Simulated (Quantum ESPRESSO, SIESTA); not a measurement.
# Birch–Murnaghan line for zincblende InP, QE, PBEsol

Calculated with Quantum ESPRESSO 7.5: PBEsol; plane waves, GBRV 1.5 ultrasoft, 45/270 Ry; k-mesh 7×7×7. The volume is changed in steps from typed lattice constants. V0 = 25.156 Å³ an atom is where a Birch–Murnaghan fit to this level's pressures, the withheld one apart, crosses zero; rows within 2.5 % of V0 are left out, since F is ill-conditioned there. The typed cell is scaled evenly, with no relaxation, and each row is a single point.

```
volume (Å³/atom)  pressure (GPa)
          24.346           2.441
          25.934          -1.945
          26.464           -3.09
          26.993               ?
          27.522          -5.011
          28.052          -5.767
          28.581           -6.43
```

**Question.** Fit the third-order Birch–Murnaghan equation to the rows given and interpolate to the withheld row.

Worked fit:

Take the Eulerian strain f = ½[(V0/V)^(2/3) − 1] and the normalised pressure F = P / [3f(1 + 2f)^(5/2)]. The third-order Birch–Murnaghan equation is then the line F = B0 + (3/2)B0(B′ − 4) f, so u = f and v = F.

```
     u = f  v = F (GPa)
 0.0110295      69.8554
-0.0100504      67.8673
-0.0166140      67.4610
-0.0290830      66.7158
-0.0350333      65.7988
-0.0407885      65.0048
```

With n = 6: mean u = -0.0200899, mean v = 67.1172, Σ(u − ū)² = 0.0018139, Σ(u − ū)(v − v̄) = 0.16097. Slope b = 0.16097 / 0.0018139 = 88.744; intercept a = v̄ − b ū = 68.900.

So B0 = 68.90 GPa and B′ = 4 + 2b/(3a) = 4.86. At the withheld volume f = -0.02295, F = 66.86 GPa, and P = 3f(1 + 2f)^(5/2) F.

Prediction at 26.993: -4.093 GPa. The run gave -4.11 GPa, so the fit is high by 0.017 GPa (0.40 % of the value).

A fit to this level's energies over the whole scan gives V0 = 25.359 Å³, B0 = 67.04 GPa and B′ = 4.84. Among the rows given, the largest miss of the fit is at 27.522, by 0.030 GPa (0.34 % of the range of the table).

Limits: The nuclei are static. The DFT runs use Fermi–Dirac occupations of width 0.01 eV, and energies are free energies.

[Logs are printed without paths, hosts, clocks, repeated set-up lines and the standing remarks that a program may print on its own settings, such as how far it seeks lower states.]

[Hosts, paths, dates, database ids (printed as entryN), source tags and the programs' standing remarks are cut or masked in the printed files.]
